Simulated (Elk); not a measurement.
# MnHg: energy against a fixed spin moment, part 2 of 2

Aim: the energy of MnHg as a function of its total spin moment.

Elk 11.2.3 (patched build); PBEsol; all-electron APW+lo, Dirac cores, scalar-relativistic bands.

So far, magnetization (μB): step 2 (unconstrained state) 3.92; step 3 (moment fixed at 3.304 μB) 3.30.

### 4. Moment fixed at 2.643 μB

The input, elk.in:

```
tasks
  1

xctype
  22

rgkmax
  7.0

nempty
  14

swidth
  0.003

reducebf
  0.5

epsengy
  1e-05

maxscl
  120

lmaxi
  3

spinpol
  .true.

fsmtype
  1

momfix
  0.000000 0.000000 2.643000

taufsm
  0.005

sppath
  './'

avec
  6.26444210313 0.00000000000 0.00000000000
  0.00000000000 6.26444210313 0.00000000000
  0.00000000000 0.00000000000 6.26444210313

atoms
  2
  'Mn.in'
  1
  0.5000000000 0.5000000000 0.5000000000   0.000000 0.000000 -0.000262
  'Hg.in'
  1
  0.0000000000 0.0000000000 0.0000000000   0.000000 0.000000 0.000000

ngridk
  8 8 8
```

Started as:

```sh
$ OMP_NUM_THREADS=4 elk
```

Numbers of over 12 decimals in the logs are rounded to 6 here.

Log:

```text
┌─────────────────────────┐
│ Elk code version 11.2.3 │
└─────────────────────────┘

All units are atomic (Hartree, Bohr, etc.)

┌──────────────────────────────────────────┐
│ Ground-state run resuming from STATE.OUT │
└──────────────────────────────────────────┘

Lattice vectors :
   6.264442103       0.000000000       0.000000000
   0.000000000       6.264442103       0.000000000
   0.000000000       0.000000000       6.264442103

Species : 1 (Mn)
 muffin-tin radius :    2.400000000
[...]
total in muffin-tins        :    102.7185895
 total calculated charge     :    104.9996755
 total charge                :    105.0000000
 error                       :   0.3245040880E-03

Moments :
 interstitial                :  -0.4334995653E-01
 muffin-tins
  species : 1 (Mn)
   atom 1                    :    2.837451572
  species : 2 (Hg)
   atom 1                    :  -0.1510753988
 total in muffin-tins        :    2.686376174
 total moment                :    2.643026217

FSM global effective field   :   0.1811151134E-01

┌──────────────────────────────┐
│ Self-consistent loop stopped │
└──────────────────────────────┘

Wrote STATE.OUT

[key lines of the parts left out:]
total energy                :     -20813.954083646
```

The job ended after 2.1 min (4 threads of Arm Neoverse V1, shared host; peak memory 0.37 GiB).

Numbers from this step:

| Property | Result |
| --- | --- |
| magnetization | 2.643 μB |

It lies 385 meV a cell above the free run.

### 5. Moment fixed at 5.287 μB

Changes to elk.in since step 4:

```diff
@@ -34,3 +34,3 @@
 momfix
-  0.000000 0.000000 2.643000
+  0.000000 0.000000 5.287000
```

Started as:

```sh
$ OMP_NUM_THREADS=4 elk
```

Log:

```text
┌─────────────────────────┐
│ Elk code version 11.2.3 │
└─────────────────────────┘

All units are atomic (Hartree, Bohr, etc.)

┌──────────────────────────────────────────┐
│ Ground-state run resuming from STATE.OUT │
└──────────────────────────────────────────┘

Lattice vectors :
   6.264442103       0.000000000       0.000000000
   0.000000000       6.264442103       0.000000000
   0.000000000       0.000000000       6.264442103

Species : 1 (Mn)
 muffin-tin radius :    2.400000000
[...]
total in muffin-tins        :    102.7305544
 total calculated charge     :    104.9996988
 total charge                :    105.0000000
 error                       :   0.3012183860E-03

Moments :
 interstitial                :   0.4763376592
 muffin-tins
  species : 1 (Mn)
   atom 1                    :    4.473289192
  species : 2 (Hg)
   atom 1                    :   0.3372967871
 total in muffin-tins        :    4.810585979
 total moment                :    5.286923638

FSM global effective field   :  -0.4799728799E-01

┌──────────────────────────────┐
│ Self-consistent loop stopped │
└──────────────────────────────┘

Wrote STATE.OUT

[key lines of the parts left out:]
total energy                :     -20813.933992708
```

The job ended after 2.3 min (4 threads; peak memory 0.37 GiB; 8.8 min of CPU time).

Read from the output:

| Item | Value |
| --- | --- |
| magnetization | 5.287 μB |

It lies 932 meV a cell above the free run.

### 6. Moment fixed at 1.983 μB

Changes to elk.in since step 5:

```diff
@@ -34,3 +34,3 @@
 momfix
-  0.000000 0.000000 5.287000
+  0.000000 0.000000 1.983000
```

Started as:

```sh
$ OMP_NUM_THREADS=4 elk
```

Log:

```text
Warning(gndstate): failed to reach self-consistency after 120 loops

--- INFO.OUT ---
┌─────────────────────────┐
│ Elk code version 11.2.3 │
└─────────────────────────┘

All units are atomic (Hartree, Bohr, etc.)

┌──────────────────────────────────────────┐
│ Ground-state run resuming from STATE.OUT │
└──────────────────────────────────────────┘

Lattice vectors :
   6.264442103       0.000000000       0.000000000
   0.000000000       6.264442103       0.000000000
   0.000000000       0.000000000       6.264442103

Species : 1 (Mn)
[...]
total in muffin-tins        :    102.7099216
 total calculated charge     :    104.9996795
 total charge                :    105.0000000
[...]
Moments :
 interstitial                :  -0.5594543813E-01
 muffin-tins
  species : 1 (Mn)
   atom 1                    :    2.164157378
  species : 2 (Hg)
   atom 1                    :  -0.1230410744
 total in muffin-tins        :    2.041116304
 total moment                :    1.985170865

FSM global effective field   :   0.1930000924E-01

┌──────────────────────────────┐
│ Self-consistent loop stopped │
└──────────────────────────────┘

Wrote STATE.OUT

[key lines of the parts left out:]
total energy                :     -20813.941102068
```

Elapsed: 4.9 min, on 4 threads; peak memory 0.38 GiB.

No converged result was reached; the numbers in the log don't describe the system.

A smaller mixing step or another start is the usual next try.

After 120 loops the RMS change of the potential stands at 4e-06 Ha, and it does not fall steadily.

### 7. Another try

An input with a fault is tried, to see how the program answers.

The input, elk.in:

```
tasks
  0

xctype
  22

rgkmax
  7.0

nempty
  14

swidth
  0.003

reducebf
  0.5

epsengy
  1e-05

maxscl
  75

lmaxi
  3

spinpol
  .true.

spinsprl
  .true.

vqlss
  0.5 0.5

sppath
  './'

avec
  6.26444210313 0.00000000000 0.00000000000
  0.00000000000 6.26444210313 0.00000000000
  0.00000000000 0.00000000000 6.26444210313

atoms
  2
  'Mn.in'
  1
  0.5000000000 0.5000000000 0.5000000000   0.000000 0.000000 -0.262500
  'Hg.in'
  1
  0.0000000000 0.0000000000 0.0000000000   0.000000 0.000000 0.000000

ngridk
  8 8 8
```

Started as:

```sh
$ OMP_NUM_THREADS=4 elk
```

Log:

```text
Fortran runtime error: End of file

	at <dir>
	at <dir>

┌─────────────────────────────────┐
│ Elk code version 11.2.3 started │
└─────────────────────────────────┘
```

Elapsed: 0.07 s, on 4 threads; peak memory 0.05 GiB.

The program refused the input before any cycle.

The fault put into the input: a spiral wavevector with two numbers.

vqlss takes three components.

### 8. All moments

In all 9 moments were held (0, 0.661, 1.322, 1.983, 2.643, 3.304, 3.965, 4.626, 5.287 μB), each run going on from a saved state. The curve holds those that converged and the free run; sizes are given without sign.

Table of energy over the lowest by total spin moment:

| total spin moment (μB a cell) | energy over the lowest (meV a cell) |
| --- | --- |
| 2.64 | 385 |
| 3.30 | 106 |
| 3.92 | 0 |
| 3.96 | 1.08 |
| 4.63 | 248 |
| 5.29 | 932 |

Slope dE/dM read from the holding field against total spin moment:

| total spin moment (μB a cell) | slope dE/dM read from the holding field (meV/μB) |
| --- | --- |
| 2.64 | -493 |
| 3.30 | -327 |
| 3.96 | 35.3 |
| 4.63 | 755 |
| 5.29 | 1306 |

### 9. Outcome

```json
{
 "moment of the free run": "3.92 μB a cell",
 "moment of the lowest point": "3.92 μB a cell"
}
```

In words: The curve is lowest at 3.92 μB a cell and has risen by 932 meV at 5.29 μB. 4 of 9 held runs did not converge (1.983, 1.322, 0.661, 0 μB), so the curve is unknown there and other minima can't be ruled out. The field's energy is not in the curve.

[Logs and program files are shortened in this print: banners, set-up blocks, solver, clock and traceback lines can be left out without a mark of their own.]

[Logs are printed without paths, hosts, clocks, repeated set-up lines and the standing remarks that a program may print on its own settings, such as how far it seeks lower states.]

[Hosts, paths, dates, database ids (printed as entryN), source tags and the programs' standing remarks are cut or masked in the printed files.]

[Where a cell is said to come from a database of computed structures, the database is the Materials Project.]
